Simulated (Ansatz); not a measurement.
**One crystal, many levels of theory: RbSb4F13 (I4/m)**

What gap does each level of theory give for RbSb4F13 (I4/m), and in what time?

Calculated with Ansatz 0.2.0; density functionals, hybrids and G0W0, plane waves, PAW.

**1. Set-up**

Symmetry: I4/m, No. 87, tetragonal system. Conventional cell: a = 9.635 Å, b = 9.635 Å, c = 6.563 Å, α = 90.00°, β = 90.00°, γ = 90.00°. Rb has 10 F at 2.92 to 3.28 Å nearest. Nearest to Sb lie 3 F at 1.97 to 2.00 Å. F has 4 Sb at 2.67 Å and 8 F at 2.71 Å and 2 Rb at 3.28 Å nearest. Nearest to F lie 1 Sb at 2.00 Å. F has 2 Sb at 1.97 to 2.90 Å and 1 Rb at 2.92 Å nearest. Farther neighbours and most contacts between anions are not listed.

Geometry: measured cell, ions relaxed with PBE. The runs that relaxed it are not among those shown. Spin-orbit coupling is left out unless a step names it.

The logs state that the PAW files were generated under PBE.

**2. PBE on the 4×4×4 mesh**

Levels along a band path and on the mesh show where this functional puts the band edges.

This step: DFT, PBE, plane waves, PAW; PAW set soft_1.

Input file input.yaml:

```yaml
crystal:
  lattice:
    - [-4.8175, 4.8175, 3.2815]
    - [4.8175, -4.8175, 3.2815]
    - [4.8175, 4.8175, -3.2815]
  atoms:
    - { symbol: Rb, position: [0.5, 0.5, 0.0] }
    - { symbol: Sb, position: [0.0063970689, 0.2770921314, 0.2834892002] }
    - { symbol: Sb, position: [0.2770921314, 0.9936029311, 0.2706950625] }
    - { symbol: Sb, position: [0.9936029311, 0.7229078686, 0.7165107998] }
    - { symbol: Sb, position: [0.7229078686, 0.0063970689, 0.7293049375] }
    - { symbol: F, position: [0.0, 0.0, 0.0] }
    - { symbol: F, position: [0.5614796371, 0.8766087358, 0.4380883729] }
    - { symbol: F, position: [0.8766087358, 0.4385203629, 0.3151290987] }
    - { symbol: F, position: [0.4385203629, 0.1233912642, 0.5619116271] }
    - { symbol: F, position: [0.1233912642, 0.5614796371, 0.6848709013] }
    - { symbol: F, position: [0.4300990428, 0.3344864191, 0.3207384218] }
    - { symbol: F, position: [0.3344864191, 0.0137479972, 0.9043873762] }
    - { symbol: F, position: [0.0137479972, 0.109360621, 0.6792615782] }
    - { symbol: F, position: [0.109360621, 0.4300990428, 0.0956126238] }
    - { symbol: F, position: [0.5699009572, 0.6655135809, 0.6792615782] }
    - { symbol: F, position: [0.6655135809, 0.9862520028, 0.0956126238] }
    - { symbol: F, position: [0.9862520028, 0.890639379, 0.3207384218] }
    - { symbol: F, position: [0.890639379, 0.5699009572, 0.9043873762] }
kpoints:
  mp_grid: { grid: [4, 4, 4] }
  band_path:
    path:
      - [[0.0, 0.0, 0.0], [-0.5, 0.5, 0.0], [-0.5, 0.5, 0.5], [0.0, 0.0, 0.0], [-0.36599556, -0.36599556, 0.36599556]]
      - [[-0.63400444, 0.36599556, 0.63400444], [-0.5, 0.5, 0.5]]
      - [[-0.5, 0.5, 0.0], [-0.75, 0.25, 0.25], [-0.5, 0.0, 0.5], [0.0, 0.0, 0.0]]
    npoints: 10
hamiltonian:
  xc: pbe
  pseudopotentials: { kind: paw, azcp: { folder: soft_1 } }
scf:
  occupations: { method: fermi_dirac, width: 0.02 }
  n_extra_bands: 10
output:
  eigenvalues: true
  forces: true
  stress: true
  write_density: true
  write_potential: true
  elf: true
  volumetric_format: npy
```

Run with:

```console
$ ansatz run input.yaml --threads 2 --pin off --max-ram 92160MiB --backend cuda --events-out ev --progress --plain --runs-dir out --devices 1 --max-vram 13GiB
```

Numbers of over 12 decimals in the logs are rounded to 6 here.

The log of the run:

```text
scf.n_extra_bands = 10 over 80 filled bands (N_el = 160.0): the run solves 90 bands
GPUs: using 1 of 1 available (devices: 1).
Engine: ansatz 0.2.0, x86_64-unknown-linux-gnu
Pseudopotentials: kind: paw
Pseudopotential: Rb, paw, valence charge 9, recommended cutoff 420 eV (normal), soft_1/Rb.paw.azcp
Pseudopotential: Sb, paw, valence charge 15, recommended cutoff 420 eV (normal), soft_1/Sb.paw.azcp
Pseudopotential: F, paw, valence charge 7, recommended cutoff 420 eV (normal), soft_1/F.paw.azcp
Functional definition: PBE
  parameter kappa = 0.804
  parameter beta = 0.066725
  exchange = pbe_x(kappa = kappa, mu = beta*pi^2/3)
  correlation = pbe_c(beta = beta)
device memory: the entry about to start is reckoned to put 4.6 GiB on a device that reports 66.2 GiB free (of which the cap on the GPU budget leaves the run 13.0 GiB)
GPU FFT provider: cuFFT
GPU libraries: cuBLAS 13.8.2, cuFFT 12.4.0, cuSOLVER 12.3.4
Crystal: 18 atoms, lattice volume = 304.632 Å³
Basis set: ecut = 420 eV, 5959 PW (Γ), exchange–correlation on 108×108×108 points (8 copies of the dense FFT grid, shifted against one another)
Bands: 90, of which v1, the nominal top of the filled ones, is band 80 counted from 1 (79 counted from 0)
Symmetry: 8 space group operations
Space group: I4/m (ITA 87), of the structure as read, at distance tolerance 6.7e-5 Å
k-points: 14 of 64
Non-local potential: Rb, projectors of the file, l = 0: 3, l = 1: 2, l = 2: 2
Non-local potential: Sb, projectors of the file, l = 0: 2, l = 1: 2, l = 2: 2, l = 3: 1
Non-local potential: F, projectors of the file, l = 0: 2, l = 1: 2, l = 2: 1
PAW form: soft (Blöchl's): semilocal exchange-correlation on the pseudo side does not see the compensation charge
PAW one-centre angular grid: Rb, 110 points (default); XC on 64 Gauss nodes
PAW one-centre angular grid: Sb, 590 points (default); XC on 64 Gauss nodes
PAW one-centre angular grid: F, 110 points (default); XC on 64 Gauss nodes
Initial density: superposition of atomic densities (chi_scale 0.1, normalization cell, long waves kept (reshape's long-wave potential 0.05 eV rms))
Initial wavefunctions: pseudopotential atomic-orbital guess
GPU buffer pool allocated for 157464 grid points (all kernels)
GPU transforms: local potential and band sums: pruned to the plane-wave sphere, on 54×54×54
Functional: x = pbe(κ = 0.804, μ = 0.219515), c = pbe(β = 0.066725)
SCF iter   1: F=—  HF=-39728.615580 eV  |F-HF|=—  |Δ(HF+E_count)|=         —  Δρ=9.60e-2  dr2=2.49e1  ethr=3.10e-3  ⟨swp⟩=6.0  Hψ=5228  notcnv=0
preconditioner: auto → Resta (q_TF=auto, 2.451 Å⁻¹)  ε∞=4.6  [insulator: Δε(μ)=4.034 eV  Ē_g=12.132 eV  σ=0.020 eV  W_gap=1.00  n_scr=70 (ndim 8)  ℏωp=23.1 eV  f_vac=0.078  D(μ)=0.00/eV (n_scr^D=0)  ε∞_Penn≈4.6]
SCF iter   2: F=—  HF=-39721.768441 eV  |F-HF|=—  |Δ(HF+E_count)|=    6.85e0  Δρ=3.58e-2  dr2=4.22e0  ethr=3.10e-3  ⟨swp⟩=3.0  Hψ=2844  notcnv=0  defer=27
SCF iter   3: F=—  HF=-39720.799465 eV  |F-HF|=—  |Δ(HF+E_count)|=   9.69e-1  Δρ=1.56e-2  dr2=1.37e0  ethr=2.63e-3  ⟨swp⟩=3.1  Hψ=2506  notcnv=0  defer=27
SCF iter   4: F=—  HF=-39720.343108 eV  |F-HF|=—  |Δ(HF+E_count)|=   4.56e-1  Δρ=5.12e-3  dr2=1.56e-1  ethr=8.59e-4  ⟨swp⟩=3.0  Hψ=2295  notcnv=0  defer=27
SCF iter   5: F=—  HF=-39720.313937 eV  |F-HF|=—  |Δ(HF+E_count)|=   2.92e-2  Δρ=4.81e-3  dr2=5.65e-2  ethr=9.77e-5  ⟨swp⟩=2.9  Hψ=2552  notcnv=0  defer=30
SCF iter   6: F=—  HF=-39720.304355 eV  |F-HF|=—  |Δ(HF+E_count)|=   9.58e-3  Δρ=1.90e-3  dr2=9.71e-3  ethr=3.53e-5  ⟨swp⟩=3.0  Hψ=2078  notcnv=0  defer=30
SCF iter   7: F=—  HF=-39720.303354 eV  |F-HF|=—  |Δ(HF+E_count)|=   1.00e-3  Δρ=3.64e-4  dr2=6.83e-4  ethr=6.07e-6  ⟨swp⟩=2.0  Hψ=2266  notcnv=0  defer=30
SCF iter   8: F=—  HF=-39720.303734 eV  |F-HF|=—  |Δ(HF+E_count)|=   3.79e-4  Δρ=2.15e-4  dr2=1.07e-4  ethr=4.27e-7  ⟨swp⟩=2.0  Hψ=1887  notcnv=0  defer=30
SCF iter   9: F=—  HF=-39720.303508 eV  |F-HF|=—  |Δ(HF+E_count)|=   2.26e-4  Δρ=1.02e-4  dr2=2.25e-5  ethr=6.71e-8  ⟨swp⟩=2.0  Hψ=1949  notcnv=0  defer=30
SCF iter  10: F=—  HF=-39720.304650 eV  |F-HF|=—  |Δ(HF+E_count)|=   1.14e-3  Δρ=2.56e-5  dr2=2.12e-6  ethr=1.40e-8  ⟨swp⟩=2.0  Hψ=1760  notcnv=0  defer=30
SCF iter  11: F=—  HF=-39720.304651 eV  |F-HF|=—  |Δ(HF+E_count)|=   1.73e-6  Δρ=9.14e-6  dr2=2.06e-7  ethr=1.33e-9  ⟨swp⟩=2.0  Hψ=2050  notcnv=0  defer=30
SCF iter  12: F=-39720.304651 eV  HF=-39720.304651 eV  |F-HF|=4.47e-9  |Δ(HF+E_count)|=   5.38e-8  Δρ=4.60e-6  dr2=5.10e-8  ethr=6.25e-11  ⟨swp⟩=18.7  Hψ=14782  notcnv=0
SCF 1 converged in 12 iterations: F = -39720.304651 eV  dr2 = 5.10e-8
[...]
device memory: the entry about to start is reckoned to put 3.6 GiB on a device that reports 71.5 GiB free (of which the cap on the GPU budget leaves the run 13.0 GiB)
NSCF: frozen V_eff on 83 k-points
SCF converged after 12 iterations
Free energy (F): -39720.304651 eV
Harris-Foulkes:  -39720.304651 eV  (|F-HF|=4.47e-9)
Internal energy: -39720.304651 eV  (E = F + TS)
E sigma→0 (E₀):  -39720.304651 eV
Fermi energy:    5.281112 eV
--- Per-component energies (eV) ---
  E_band       = -1504.906274
  E_kinetic    = 3390.609147
  E_local      = -16330.608037  (includes V_loc(G=0)·N_el)
  E_nonlocal   = 2870.132166
  E_hartree    = 6362.587310
  E_xc         = -1521.827143
  E_vxc        = -1776.300537  (∫ρ·V_xc dr)
  E_paw        = -23443.389173  (= ΣΔE_a)
  E_vpaw       = -2383.943253  (= ΣTr[D̂ρ^β])
  E_aug_tail   = 0.009679  (compensation charges beyond the density's cutoff)
  E_ewald      = -11047.818601
  E_smearing   = -0.000000  (= −TS)
  E_closure    = 0.000000  (closes the sum)
  Σ components = -39720.304651   (vs F -39720.304651, Δ=0.00e0)
--- Forces (eV/Å), atoms counted from 1 ---
  atom   1  Rb     0.00000000     0.00000000    -0.00000000
  atom   2  Sb     0.00556259    -0.00249887     0.00000000
  atom   3  Sb     0.00249887     0.00556259     0.00000000
  atom   4  Sb    -0.00556259     0.00249887     0.00000000
  atom   5  Sb    -0.00249887    -0.00556259    -0.00000000
  atom   6  F      0.00000000    -0.00000000     0.00000000
  atom   7  F      0.00674788     0.00137622     0.00000000
  atom   8  F     -0.00137622     0.00674788     0.00000000
  atom   9  F     -0.00674788    -0.00137622     0.00000000
  atom  10  F      0.00137622    -0.00674788     0.00000000
  atom  11  F     -0.00027642    -0.00326413     0.00397743
  atom  12  F      0.00326413    -0.00027642     0.00397743
  atom  13  F      0.00027642     0.00326413     0.00397743
  atom  14  F     -0.00326413     0.00027642     0.00397743
  atom  15  F      0.00027642     0.00326413    -0.00397743
  atom  16  F     -0.00326413     0.00027642    -0.00397743
  atom  17  F     -0.00027642    -0.00326413    -0.00397743
  atom  18  F      0.00326413    -0.00027642    -0.00397743
  max |Σ_I F_I| component: 8.67e-19 eV/Å
--- Stress (GPa, compression-positive) ---
        1.999678       0.000000      -0.000000
       -0.000000       1.999678       0.000000
       -0.000000       0.000000       0.966900
  P = ⅓ Tr σ = 1.6554 GPa (16.554 kbar)
--- Band table (eV; the first three rows and the last of 14) ---
  k-point 0: bands = [... 76 lower, 2.3638, 2.5840, 2.8072, 2.8072, 7.9606, 8.5320, 8.5419, 8.5419, ... 6 higher]
  k-point 1: bands = [... 76 lower, 2.3594, 2.6182, 2.7208, 2.8481, 8.0117, 8.2403, 8.4630, 8.7222, ... 6 higher]
  k-point 2: bands = [... 76 lower, 2.3556, 2.5774, 2.6713, 2.8735, 8.1310, 8.1987, 8.3819, 8.4111, ... 6 higher]
  k-point 13: bands = [... 76 lower, 2.5019, 2.7293, 2.7293, 2.8097, 7.8601, 7.8801, 7.9043, 8.8310, ... 6 higher]
```

It took 7.6 s on 1 × NVIDIA H100 80GB HBM3 (shared by 6 runs) with 2 threads of AMD EPYC 7R13 (Zen 3), shared host; peak memory 1.2 GiB.

Reading the cycles: dr2 is the Hartree energy of the density residual (eV), the measure of convergence; HF is the Harris–Foulkes estimate of the energy, which meets the free energy F at convergence.

This step gave:

```
pressure             : 1.655 GPa
filled bands         : 80
gap                  : 4.737 eV
valence top at       : P
conduction bottom at : k = (-0.293, -0.293, 0.293)
least direct gap     : 4.803 eV
```

Over mesh and path the gap is 4.737 eV, from k = (-0.750, 0.250, 0.250) to k = (-0.293, -0.293, 0.293). The least direct gap found is 4.803 eV, at k = (-0.750, 0.250, 0.250). On the 4×4×4 mesh alone the same run gives 4.755 eV, so that mesh misses an edge of PBE: 4.755 − 4.737 = +0.018 eV.

**3. PBE+SOC on the 4×4×4 mesh**

This run has two-component orbitals with spin-orbit coupling.

This step: DFT, PBE with spin-orbit coupling, plane waves, PAW; PAW set soft_1.

Changes to input.yaml since step 2:

```diff
@@ -28,12 +28,20 @@
     path:
-      - [[0.0, 0.0, 0.0], [-0.5, 0.5, 0.0], [-0.5, 0.5, 0.5], [0.0, 0.0, 0.0], [-0.36599556, -0.36599556, 0.36599556]]
-      - [[-0.63400444, 0.36599556, 0.63400444], [-0.5, 0.5, 0.5]]
-      - [[-0.5, 0.5, 0.0], [-0.75, 0.25, 0.25], [-0.5, 0.0, 0.5], [0.0, 0.0, 0.0]]
-    npoints: 10
+      - [0.0, 0.0, 0.0]
+      - [-0.5, 0.5, 0.0]
+      - [-0.5, 0.5, 0.5]
+      - [-0.36599556, -0.36599556, 0.36599556]
+      - [-0.63400444, 0.36599556, 0.63400444]
+      - [-0.75, 0.25, 0.25]
+      - [-0.5, 0.0, 0.5]
+      - [-0.292796448, -0.292796448, 0.292796448]
+    npoints: 1
 hamiltonian:
   xc: pbe
-  pseudopotentials: { kind: paw, azcp: { folder: soft_1 } }
+  pseudopotentials: { kind: paw_fr, azcp: { folder: soft_1 } }
 scf:
-  occupations: { method: fermi_dirac, width: 0.02 }
-  n_extra_bands: 10
+  occupations: { method: fixed }
+  n_extra_bands: 20
+magnetization:
+  noncollinear: true
+  spin_orbit: true
 output:
```

The log of the run:

```text
[...]
GPUs: using 1 of 1 available (devices: 1).
[...]
non-collinear run that drives no moment, with spin-orbit: no starting moment large enough to seed its density (crystal.atoms[].spin), no starting occupations that ask for one, no magnetisation constraint and no magnetic field, so the semilocal B_xc is pinned to zero
[...]
GPU FFT provider: cuFFT
GPU libraries: cuBLAS 13.8.2, cuFFT 12.4.0, cuSOLVER 12.3.4
Crystal: 18 atoms, lattice volume = 304.632 Å³
Basis set: ecut = 420 eV, 5959 PW (Γ), exchange–correlation on 108×108×108 points (8 copies of the dense FFT grid, shifted against one another)
Bands: 180, of which v1, the nominal top of the filled ones, is band 160 counted from 1 (159 counted from 0)
Symmetry: 8 space group operations + 8 with time reversal
[...]
k-points: 14 of 64
[...]
atom   8  F     -0.00976303     0.00993468     0.00000000
[...]
atom  15  F      0.00576515    -0.00099377     0.00083870
  atom  16  F      0.00099377     0.00576515     0.00083870
  atom  17  F     -0.00576515     0.00099377     0.00083870
  atom  18  F     -0.00099377    -0.00576515     0.00083870
  max |Σ_I F_I| component: 4.34e-18 eV/Å
--- Stress (GPa, compression-positive) ---
        1.989022      -0.000000      -0.000000
        0.000000       1.989022       0.000000
       -0.000000       0.000000       0.946284
  P = ⅓ Tr σ = 1.6414 GPa (16.414 kbar)
--- Band table (eV; the first three rows and the last of 14) ---
  k-point 0: bands = [... 156 lower, 2.7995, 2.7995, 2.8100, 2.8100, 7.8786, 7.8786, 8.3318, 8.3318, ... 16 higher]
  k-point 1: bands = [... 156 lower, 2.7185, 2.7185, 2.8454, 2.8454, 7.9211, 7.9211, 8.1739, 8.1739, ... 16 higher]
  k-point 2: bands = [... 156 lower, 2.6698, 2.6698, 2.8702, 2.8702, 8.0368, 8.0368, 8.0841, 8.0841, ... 16 higher]
  k-point 13: bands = [... 156 lower, 2.7356, 2.7356, 2.8069, 2.8069, 7.7920, 7.7920, 7.8318, 7.8318, ... 16 higher]
[key lines of the parts left out:]
SCF converged after 12 iterations
Magnetization: |M| = 0.0000 μB,  M = (+0.0000, +0.0000, +0.0000) μB
Free energy (F): -39730.329044 eV
Fermi energy:    2.884006 eV
```

It took 12 s on 1 × NVIDIA H100 80GB HBM3 (shared by 6 runs) with 2 threads; peak memory 1.8 GiB.

Numbers from this step:

```
pressure             : 1.641 GPa
gap                  : 4.697 eV
valence top at       : P
conduction bottom at : k = (-0.293, -0.293, 0.293)
least direct gap     : 4.757 eV
```

Over mesh and listed points the gap is 4.697 eV, from k = (-0.750, 0.250, 0.250) to k = (-0.293, -0.293, 0.293). The least direct gap found is 4.757 eV, at k = (-0.750, 0.250, 0.250). On the 4×4×4 mesh alone the same run gives 4.713 eV, so that mesh misses an edge of PBE+SOC: 4.713 − 4.697 = +0.016 eV. PBE+SOC against PBE: 4.697 − 4.737 = −0.040 eV, with the same mesh, set of files (read in its fully relativistic form for the spin-orbit run) and cutoff, and both edges at the same k points. The spin-orbit run sees mesh and listed points alone, so its gap is an upper bound: the coupling can move an edge off these points, and the change over the zone, its sign included where it is small, is not known.

**4. r2SCAN on the 4×4×4 mesh**

r2SCAN is a meta-GGA: it depends on the kinetic-energy density as well as on the density and its gradient.

This step: DFT, r2SCAN, plane waves, PAW; PAW set soft_1.

Changes to input.yaml since step 3:

```diff
@@ -38,10 +38,7 @@
 hamiltonian:
-  xc: pbe
-  pseudopotentials: { kind: paw_fr, azcp: { folder: soft_1 } }
+  xc: r2scan
+  pseudopotentials: { kind: paw, azcp: { folder: soft_1 } }
 scf:
   occupations: { method: fixed }
-  n_extra_bands: 20
-magnetization:
-  noncollinear: true
-  spin_orbit: true
+  n_extra_bands: 10
 output:
```

The log of the run:

```text
[...]
GPUs: using 1 of 1 available (devices: 1).
[...]
GPU FFT provider: cuFFT
GPU libraries: cuBLAS 13.8.2, cuFFT 12.4.0, cuSOLVER 12.3.4
Crystal: 18 atoms, lattice volume = 304.632 Å³
Basis set: ecut = 500 eV, 7755 PW (Γ), exchange–correlation on 240×240×240 points (64 copies of the dense FFT grid, shifted against one another)
[...]
k-point 0: bands = [... 76 lower, 1.7669, 2.1905, 2.4007, 2.4007, 8.0007, 8.5950, 8.5950, 8.5956, ... 6 higher]
  k-point 1: bands = [... 76 lower, 1.7625, 2.2160, 2.3049, 2.4428, 8.0633, 8.2896, 8.4865, 8.8260, ... 6 higher]
  k-point 2: bands = [... 76 lower, 1.7655, 2.1263, 2.2591, 2.4718, 8.1763, 8.2914, 8.4200, 8.4294, ... 6 higher]
  k-point 13: bands = [... 76 lower, 2.0694, 2.3045, 2.3045, 2.3914, 7.8873, 7.9505, 7.9554, 8.8826, ... 6 higher]
[key lines of the parts left out:]
SCF converged after 11 iterations
Free energy (F): -39808.971908 eV
Fermi energy:    2.488347 eV
P = ⅓ Tr σ = -2.1848 GPa (-21.848 kbar)
```

Elapsed: 8.3 s, on 1 × NVIDIA H100 80GB HBM3 (shared by 6 runs) with 2 threads; peak memory 1.7 GiB; 9.3 s of CPU time.

Numbers from this step:

- pressure: -2.185 GPa
- gap: 5.155 eV
- valence top at: P
- conduction bottom at: k = (-0.293, -0.293, 0.293)
- least direct gap: 5.255 eV

Over mesh and listed points the gap is 5.155 eV, from k = (-0.750, 0.250, 0.250) to k = (-0.293, -0.293, 0.293). The least direct gap found is 5.255 eV, at k = (-0.750, 0.250, 0.250). On the 4×4×4 mesh alone the same run gives 5.174 eV, so that mesh misses an edge of r2SCAN: 5.174 − 5.155 = +0.019 eV. r2SCAN against PBE: 5.155 − 4.737 = +0.418 eV. The runs also differ in plane-wave cutoff (420 eV and 500 eV), so how much of this comes from the functional alone is not known.

**5. HSE06 on the 4×4×4 mesh**

HSE06 mixes in a quarter of exact exchange at short range.

This step: DFT, HSE06, plane waves, PAW; PAW set soft_1.

Changes to input.yaml since step 4:

```diff
@@ -38,3 +38,3 @@
 hamiltonian:
-  xc: r2scan
+  xc: hse06
   pseudopotentials: { kind: paw, azcp: { folder: soft_1 } }
@@ -45,7 +45 @@
   eigenvalues: true
-  forces: true
-  stress: true
-  write_density: true
-  write_potential: true
-  elf: true
-  volumetric_format: npy
```

The log of the run:

```text
[...]
GPUs: using 1 of 1 available (devices: 1).
[...]
davidson cushion auto → on  (no smearing: the cushion is to keep the highest requested band from converging to the state above it; pin scf.eigensolver.cushion to override)
[...]
GPU FFT provider: cuFFT
GPU libraries: cuBLAS 13.8.2, cuFFT 12.4.0, cuSOLVER 12.3.4
Crystal: 18 atoms, lattice volume = 304.632 Å³
Basis set: ecut = 420 eV, 5959 PW (Γ)
[...]
E sigma→0 (E₀):  -39736.140214 eV
Fermi energy:    1.906028 eV
[...]
--- Band table (eV; the first three rows and the last of 14) ---
  k-point 0: bands = [... 76 lower, 0.7106, 1.6026, 1.8266, 1.8266, 8.2879, 8.9622, 8.9622, 8.9757, ... 6 higher]
  k-point 1: bands = [... 76 lower, 0.7294, 1.6284, 1.7089, 1.8621, 8.3555, 8.6490, 8.8520, 9.1617, ... 6 higher]
  k-point 2: bands = [... 76 lower, 1.1469, 1.4593, 1.6674, 1.8870, 8.5305, 8.5948, 8.7465, 8.7834, ... 6 higher]
  k-point 13: bands = [... 76 lower, 1.4444, 1.7075, 1.7075, 1.7600, 8.2258, 8.2264, 8.2462, 9.2690, ... 6 higher]
[key lines of the parts left out:]
Free energy (F): -39736.140214 eV
```

Run time: 2.4 min. Hardware: 1 × NVIDIA H100 80GB HBM3 (shared by 6 runs) with 2 threads; peak memory 2.6 GiB; 4.3 min of CPU time.

This step gave:

```
gap                     : 6.042 eV
valence top at          : P
conduction bottom at    : k = (-0.293, -0.293, 0.293)
least direct gap        : 6.157 eV
exact-exchange fraction : 0.25
```

Over mesh and listed points the gap is 6.042 eV, from k = (-0.750, 0.250, 0.250) to k = (-0.293, -0.293, 0.293). The least direct gap found is 6.157 eV, at k = (-0.750, 0.250, 0.250). On the 4×4×4 mesh alone the same run gives 6.061 eV, so that mesh misses an edge of HSE06: 6.061 − 6.042 = +0.019 eV. HSE06 against PBE: 6.042 − 4.737 = +1.305 eV, with the same mesh, files and cutoff, and both edges at the same k points.

(Part 1 of 2 ends here.)

[Paths, hosts, dates, memory and timing lines, banners, echoed tables and standing remarks are left out of the program output.]

[Logs are printed without paths, hosts, clocks, repeated set-up lines and the standing remarks that a program may print on its own settings, such as how far it seeks lower states.]

[Runs of the session that timed out or met a known fault of the program may be left out.]

[Cells called generated may have been cut or substituted from an entry of the Crystallography Open Database or the Materials Project.]

[Hosts, paths, dates, database ids (printed as entryN), source tags and the programs' standing remarks are cut or masked in the printed files.]

[Where an RPA ε∞ is given, it is that of the G0W0 mesh and is not shown converged in it. Names of k-points follow the symmetry that the program found, which can be lower than the space group named. Band edges on a path are those of the sampled points; other points can move an edge, and change direct to indirect where valleys lie close.]

[Hybrid gaps are those of their k-mesh and are not shown converged in it.]
